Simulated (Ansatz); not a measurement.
# Is ZrAlIn in the AlB2 type a stable metal?, part 2 of 3

The plan: relax ZrAlIn in the AlB2 type, check its phonons, and, if the lattice is stable, compute its Eliashberg function and ρ(T).

Ansatz 0.2.0; DFT PBEsol, scalar-relativistic, plane waves, PAW; PAW set soft_1.

So far. Step 2 (Relaxation): The largest force is now zero by symmetry and the largest stress component 0.0022 GPa. Step 3 (Relaxing cell and atoms): The largest force is now zero by symmetry and the largest stress component 0.022 GPa. The relaxed cell has a = 4.627, c = 3.184 Å (conventional setting).

The structure was built from a prototype and need not be the compound's stable phase.

**4. Relaxing tightly for phonons**

No force is left; the cell is relaxed once more with another smearing and tight thresholds.

input.yaml

```yaml
crystal:
  lattice:
    - [4.6270899613, 0.0, 0.0]
    - [-2.3135449807, 4.0071774521, 0.0]
    - [0.0, 0.0, 3.1838648509]
  atoms:
    - { symbol: Zr, position: [0.0, 0.0, 0.0] }
    - { symbol: Al, position: [0.3333333333, 0.6666666667, 0.5] }
    - { symbol: In, position: [0.6666666667, 0.3333333333, 0.5] }
kpoints:
  mp_grid: { grid: [6, 6, 8] }
hamiltonian:
  xc: pbesol
  pseudopotentials: { kind: paw, azcp: { folder: soft_1 }, xc_functional: pbe }
scf:
  occupations: { method: methfessel_paxton, width: 0.2 }
output:
  forces: true
  stress: true
  eigenvalues: true
relax:
  adjacent_minimum: "off"
  f_tol: 0.001
  max_steps: 60
  cell: { stress_tol: 0.01 }
```

Run with:

```console
> ansatz run input.yaml --threads 4 --pin off --max-ram 12288MiB --backend cpu --events-out ev --progress --plain --runs-dir out
```

Numbers of over 12 decimals in the logs are rounded to 6 here.

Output:

```text
[the first part of the log is left out]
  E_paw        = -7504.701480  (= ΣΔE_a)
  E_vpaw       = -376.589427  (= ΣTr[D̂ρ^β])
  E_aug_tail   = 0.000096  (compensation charges beyond the density's cutoff)
  E_ewald      = -2249.224974
  E_core_change = 0.420764  (= ΣΔE_core)
  E_smearing   = -0.000693  (= −TS)
  E_closure    = 0.000000  (closes the sum)
  Σ components = -10179.469346   (vs F -10179.469346, Δ=0.00e0)
[...]
--- Stress (GPa, compression-positive) ---
        0.008851      -0.000000       0.000000
       -0.000000       0.008851       0.000000
        0.000000       0.000000       0.001560
  P = ⅓ Tr σ = 0.0064 GPa (0.064 kbar)
--- Band table (eV; the first three rows and the last of 35) ---
[...]
--- Relaxed structure (3 steps of the walk, 3 accepted, 1 SCFs on fresh bases) ---
[...]
cell:  # Å, volume = 58.9914 Å³
    - [4.630920, 2.8891406692444953e-11, -1.321020225201022e-19]
    - [-2.315460, 4.010494, 0]
    - [0, 0, 3.176317]
  atoms:
    - { symbol: Zr, position: [0, 0, 0] }
    - { symbol: Al, position: [0.333333, 0.666667, 0.5] }
    - { symbol: In, position: [0.666667, 0.333333, 0.5] }
```

Run time: 6 s. Hardware: 4 threads of Intel Xeon Platinum 8488C (Sapphire Rapids), shared host; peak memory 0.43 GiB.

The steps of the relaxation:

| step | energy less that of the first step (eV) | largest force component (eV/Å) | pressure (GPa) | volume (Å³) |
| --- | --- | --- | --- | --- |
| 1 | 0.0000 | 0.0000 | -0.06 | 59.03 |
| 2 | -0.0001 | 0.0000 | 0.16 | 58.90 |
| 3 | -0.0001 | 0.0000 | 0.01 | 58.99 |
| 4 | -0.0001 | 0.0000 | 0.01 | 58.99 |

The log counts 1 steps on a newly chosen plane-wave basis, not all of them marked here; energy and pressure can jump at such steps.

| conventional cell, symmetrised | before | after | change |
| --- | --- | --- | --- |
| a (Å) | 4.627 | 4.631 | +0.1 % |
| b (Å) | 4.627 | 4.631 | +0.1 % |
| c (Å) | 3.184 | 3.176 | -0.2 % |
| volume (Å³/atom) | 19.68 | 19.66 | -0.1 % |

Final coordinates:

```cif
data_structure
_symmetry_space_group_name_H-M 'P 1'
_symmetry_Int_Tables_number 1
_cell_length_a 4.6309
_cell_length_b 4.6309
_cell_length_c 3.1763
_cell_angle_alpha 90.000
_cell_angle_beta 90.000
_cell_angle_gamma 120.000
_cell_volume 58.99
loop_
_atom_site_label
_atom_site_type_symbol
_atom_site_fract_x
_atom_site_fract_y
_atom_site_fract_z
_atom_site_occupancy
Zr1 Zr 0.00000 0.00000 0.00000 1
Al2 Al 0.33333 0.66667 0.50000 1
In3 In 0.66667 0.33333 0.50000 1
```

Numbers from this step:

```yaml
pressure: 0.006421 GPa
volume_per_atom: 19.66 Å³/atom
```

The largest force is now zero by symmetry and the largest stress component 0.0089 GPa, small enough for phonons.

**5. Lattice stability: q 2×2×2, k 4×4×6**

Before any scattering is computed, the phonons show whether the structure is a minimum.

input.yaml

```yaml
crystal:
  lattice:
    - [4.6309198704, 0.0, 0.0]
    - [-2.3154599352, 4.0104942507, 0.0]
    - [0.0, 0.0, 3.1763170811]
  atoms:
    - { symbol: Zr, position: [0.0, 0.0, 0.0] }
    - { symbol: Al, position: [0.3333333333, 0.6666666667, 0.5] }
    - { symbol: In, position: [0.6666666667, 0.3333333333, 0.5] }
kpoints:
  mp_grid: { grid: [4, 4, 6] }
hamiltonian:
  xc: pbesol
  pseudopotentials: { kind: paw, azcp: { folder: soft_1 }, xc_functional: pbe }
scf:
  occupations: { method: methfessel_paxton, width: 0.2 }
output:
  eigenvalues: true
phonons:
  method: dfpt
  qmesh: [2, 2, 2]
  temperatures: { t_max: 1000, t_step: 50 }
  qpath:
    path:
      - [[0.0, 0.0, 0.0], [0.5, 0.0, 0.0], [0.33333333, 0.33333333, 0.0], [0.0, 0.0, 0.0], [0.0, 0.0, 0.5], [0.5, 0.0, 0.5], [0.33333333, 0.33333333, 0.5], [0.0, 0.0, 0.5]]
      - [[0.5, 0.0, 0.5], [0.5, 0.0, 0.0]]
      - [[0.33333333, 0.33333333, 0.5], [0.33333333, 0.33333333, 0.0]]
    npoints: 10
```

Output:

```text
Warning: phonons: the dynamical matrix that this run interpolates holds no multipole term above the dipole-dipole one, and a site of this crystal is no centre of inversion, so its interpolated transverse optical and acoustic branches and sound speeds can stay off near Gamma, and the density of states and the thermodynamics with them. What a run solves at a wave vector of phonons.qpoints, Gamma apart, where the deck admits one, is free of this, and under fd what a larger phonons.supercell samples
[...]
Crystal: 3 atoms, lattice volume = 58.991 Å³
Basis set: ecut = 420 eV, 1169 PW (Γ), exchange–correlation on 64×64×48 points (8 copies of the dense FFT grid, shifted against one another)
Bands: 18, of which v1, the nominal top of the filled ones, is band 14 counted from 1 (13 counted from 0)
Symmetry: 12 space group operations
k-points: 16 of 96 (time reversal used)
[...]
SCF iter   1: F=—  HF=-10180.362401 eV  |F-HF|=—  |Δ(HF+E_count)|=         —  Δρ=4.51e-2  dr2=2.83e0  ethr=3.10e-3  ⟨swp⟩=5.1  Hψ=1437  notcnv=0
[...]
SCF iter  10: F=-10179.466097 eV  HF=-10179.466097 eV  |F-HF|=1.82e-12  |Δ(HF+E_count)|=  2.36e-11  S|Δr|=    0.00e0  Δρ=3.29e-8  dr2=5.26e-13  ethr=1.00e-12  ⟨swp⟩=5.2  Hψ=1175  notcnv=0
SCF 1 converged in 10 iterations: F = -10179.466097 eV  dr2 = 5.26e-13
[...]
SCF iter   3: F=-10179.466097 eV  HF=-10179.466097 eV  |F-HF|=0.00e0  |Δ(HF+E_count)|=  1.82e-12  S|Δr|=    0.00e0  Δρ=6.07e-8  dr2=1.08e-12  ethr=1.00e-12  ⟨swp⟩=1.0  Hψ=646  notcnv=0
SCF 2 converged in 3 iterations: F = -10179.466097 eV  dr2 = 1.08e-12
phonons: the bands overlap, so this run is a metal and interpolates without the dipole-dipole term. If the crystal is really an insulator or semiconductor, its LO-TO splitting is missing
NSCF: frozen V_eff on 16 k-points
[...]
DFPT response loops at q = (0, 0, 0) (fractional): preconditioner auto → Kerker (q_TF=auto, 2.410 Å⁻¹) (partly filled bands, converged f_vac=0.000); β = 1.00, the filter's whole step (`scf.mixing.beta` (0.50) is not read by the response loops under this deck's `scf.mixing.preconditioner`; to damp them name `kerker` or `kerker_dos`, under which they read `scf.mixing.beta`, and type it under 1.00, their step now; both keys bind the ground state too); Broyden in place of MSR1
[...]
SCF converged after 10 iterations
Stability not checked: this state was not tested for a lower state beside it, because cold or Methfessel-Paxton smearing, or corrected tetrahedra, fill the levels in a way that the test cannot read (fill_not_monotonic; see scf.lower_state_search)
Free energy (F): -10179.466097 eV
[...]
Internal energy: -10179.461067 eV  (E = F + TS)
E sigma→0 (E₀):  -10179.464839 eV
Entropy (-TS):   -0.005030 eV (-1.677 meV/atom)
Fermi energy:    12.842211 eV
[...]
--- Band table (eV; the first three rows and the last of 16) ---
  k-point 0: bands = [... 10 lower, 9.6249, 9.6249, 11.1729, 11.8632, 14.2351, 14.2351, 15.1949, 15.1949]
  k-point 1: bands = [... 10 lower, 10.0387, 10.0387, 11.4248, 12.2515, 12.8805, 12.8805, 14.9261, 16.6851]
  k-point 2: bands = [... 10 lower, 9.6406, 11.1740, 11.1740, 11.7028, 11.7028, 13.3301, 15.3098, 15.3098]
  k-point 15: bands = [... 10 lower, 8.1786, 9.3573, 10.4488, 10.5801, 13.8853, 14.0479, 14.1576, 15.9103]
--- Phonons (Γ-DFPT): 6 representative perturbations + reference (Σ response iterations 18) ---
  ASR residual: 1.438e-5 → 0.000e0 eV/Å²; symmetrization residual: 1.064e-5 eV/Å²
  ASR residual per site (eV/Å²): 7.79e-6 1.08e-5 1.44e-5
  Γ frequencies (cm⁻¹): 0.00 0.00 0.00 70.32 146.53 161.02 161.02 286.83 286.83
--- Phonons (arbitrary-q DFPT): 4 irreducible q on the 2×2×2 mesh ---
  q = [0.0000, 0.0000, 0.0000] (star 1, of the zone-centre solve; hermiticity 2.50e-6, symmetrization 4.47e-13): -0.00 -0.00 0.00 70.32 146.53 161.02 161.02 286.83 286.83
  q = [0.0000, 0.0000, -0.5000] (star 1, 6 solved perturbations in 132 linear systems a pass and spin channel, the states on 28 of 96 k-point pairs; hermiticity 2.26e-6, symmetrization 3.67e-12): 87.22 115.77 115.77 153.06 159.09 163.51 163.51 305.25 305.25
  q = [0.0000, -0.5000, 0.0000] (star 3, 9 solved perturbations on 28 of 96 k-point pairs; hermiticity 1.04e-5, symmetrization 7.65e-6): 50.33 66.16 114.97 116.08 119.74 146.71 151.82 293.31 307.65
[...]
sum rule: each row above includes the acoustic sum rule's correction from the zone centre's row sums; it moved no ω² by more than (0.33 cm⁻¹)²
  mesh force constants: q→R imaginary residual 1.97e-17; ASR residual 1.438e-5 → 0.000e0 eV/Å²; symmetrization residual 7.105e-15 eV/Å²
  interpolated dispersion: 93 rows × 9 modes
  density of states and harmonic sums: on the 16×16×20 q-mesh, interpolated from the force constants of a 2×2×2 supercell (no non-analytic term)
  largest difference from the sums on the solved wave vectors: F 1.27e-1 eV, S 1.67e-4 and C_V 4.22e-5 eV/K
  zero-point energy: 0.088394 eV/cell   skipped modes (ω ≤ 0): 91, of them read as no rigid motion or as one in doubt: 88 (2.771e-1 modes/cell left out, lowest -84.03 cm⁻¹)   left out of the sums: 3.09e-2 of the cell's modes: C_V's classical limit lies that fraction below 3 k_B per atom; for a crystal, a wire or a layer, F and S can be off by more, and a phonons.interpolated_qmesh denser along its periods is the remedy for the sampling
```

Wall time 19 s (4 threads); peak memory 0.57 GiB; 67 s of CPU time.

In the SCF lines HF is the Harris–Foulkes energy and dr2 the Hartree energy of the density residual, in eV; the loop may stop once dr2 is under the threshold and the program's other checks hold. Hψ counts applications of the Hamiltonian.

Numbers from this step:

| Item | Value |
| --- | --- |
| share of imaginary modes in the plain interpolation between solved wavevectors | 0.0315 |
| highest frequency, solved or plainly interpolated | 326.2 cm⁻¹ |

Solved on the 2×2×2 mesh alone; all other wavevectors are interpolated. The phonon branches at the labelled points (cm⁻¹):

| point | branch 1 | branch 2 | branch 3 | branch 4 | branch 5 | branch 6 | branch 7 | branch 8 | branch 9 |
| --- | --- | --- | --- | --- | --- | --- | --- | --- | --- |
| Γ | 0 | 0 | 0 | 70 | 146 | 161 | 161 | 287 | 287 |
| halfway | 19 | 54 | 92 | 92 | 143 | 147 | 148 | 292 | 298 |
| M | 50 | 66 | 115 | 116 | 120 | 147 | 152 | 293 | 308 |
| halfway | 59 | 68 | 102 | 112 | 122 | 146 | 166 | 290 | 309 |
| K | 70 | 73 | 89 | 106 | 126 | 145 | 177 | 288 | 310 |
| halfway | 26 | 58 | 98 | 99 | 136 | 148 | 149 | 292 | 301 |
| Γ | 0 | 0 | 0 | 70 | 146 | 161 | 161 | 287 | 287 |
| halfway | 78 | 81 | 81 | 102 | 158 | 163 | 163 | 296 | 296 |
| A | 87 | 116 | 116 | 153 | 159 | 164 | 164 | 305 | 305 |
| halfway | 67 | 102 | 110 | 117 | 160 | 185 | 188 | 308 | 311 |
| L | -84 | 104 | 109 | 132 | 156 | 190 | 202 | 311 | 316 |
| halfway | -72 | 87 | 97 | 142 | 163 | 188 | 202 | 305 | 323 |
| H | -48 | 49 | 93 | 151 | 170 | 184 | 201 | 302 | 326 |
| halfway | 58 | 92 | 104 | 124 | 161 | 189 | 190 | 306 | 314 |
| A | 87 | 116 | 116 | 153 | 159 | 164 | 164 | 305 | 305 |
| jump to L | -84 | 104 | 109 | 132 | 156 | 190 | 202 | 311 | 316 |
| halfway | -31 | 86 | 98 | 132 | 134 | 173 | 179 | 302 | 312 |
| M | 50 | 66 | 115 | 116 | 120 | 147 | 152 | 293 | 308 |
| jump to H | -48 | 49 | 93 | 151 | 170 | 184 | 201 | 302 | 326 |
| halfway | 25 | 50 | 90 | 143 | 146 | 176 | 180 | 295 | 318 |
| K | 70 | 73 | 89 | 106 | 126 | 145 | 177 | 288 | 310 |

The phonon branches as a text plot (rows in cm⁻¹):

```
    318 |        ***                ***********   *****   *******
    301 |  ******   ****    *********   **********  **********
    283 |***    ************                                  ***
    266 |
    249 |
    232 |
    215 |
    198 |                            **********   **      **
    181 |        ***              ***   ********* ****    *******
    164 |**     *   *   **************************    **  **  *
    147 |********************  ***      *****    ****  ******* **
    130 |   **  **** *            *  ***     ** * *******     ***
    113 |    *********        **********      ******   ***     **
     95 |   *    ***  *      **  ** *  *****************  *******
     78 |***      *   ***********  *     *  *        **         *
     61 |   ****** *** *   **       *      *  *        ***    ***
     44 | **  **    ****   *              *              *****
     27 |** **          * *                           *      *
     10 |* *          *** *                  *
     -7 |**             **
    -24 |                                            *      *
    -41 |                            *      *             **
    -58 |                                 **        *
    -75 |                             ****        **
         Γ     M  K      Γ       A     L  H     A|L     M|H     K
```

Lowest modes at the softest wavevector of the mesh. Modes at q = (0.000, 0.500, 0.500), with each element's share of the kinetic energy (negative means imaginary):

| mode | frequency (cm⁻¹) | Zr % | Al % | In % |
| --- | --- | --- | --- | --- |
| 1 | -84.0 | 61 | 27 | 12 |
| 2 | 103.8 | 0 | 13 | 87 |
| 3 | 109.2 | 0 | 35 | 65 |
| 4 | 131.8 | 14 | 1 | 85 |
| 5 | 155.7 | 100 | 0 | 0 |
| 6 | 190.1 | 39 | 37 | 24 |

Displacements in mode 1 (-84.0 cm⁻¹), the largest set to 1, in the home cell:
```
Zr1 0.00 0.81 0.00
Al2 0.00 0.00 1.00
In3 0.00 0.00 0.32
```

Displacements in mode 5 (155.7 cm⁻¹), the largest set to 1, in the home cell:
```
Zr1 1.00 0.00 0.00
Al2 0.00 0.00 0.00
In3 0.00 0.00 0.00
```

Among the solved wavevectors the lowest mode, translations apart, is -84 cm⁻¹, imaginary.

[end of part 2 of 3]

[Logs are printed without paths, hosts, clocks, repeated set-up lines and the standing remarks that a program may print on its own settings, such as how far it seeks lower states.]

[Hosts, paths, dates, database ids (printed as entryN), source tags and the programs' standing remarks are cut or masked in the printed files.]
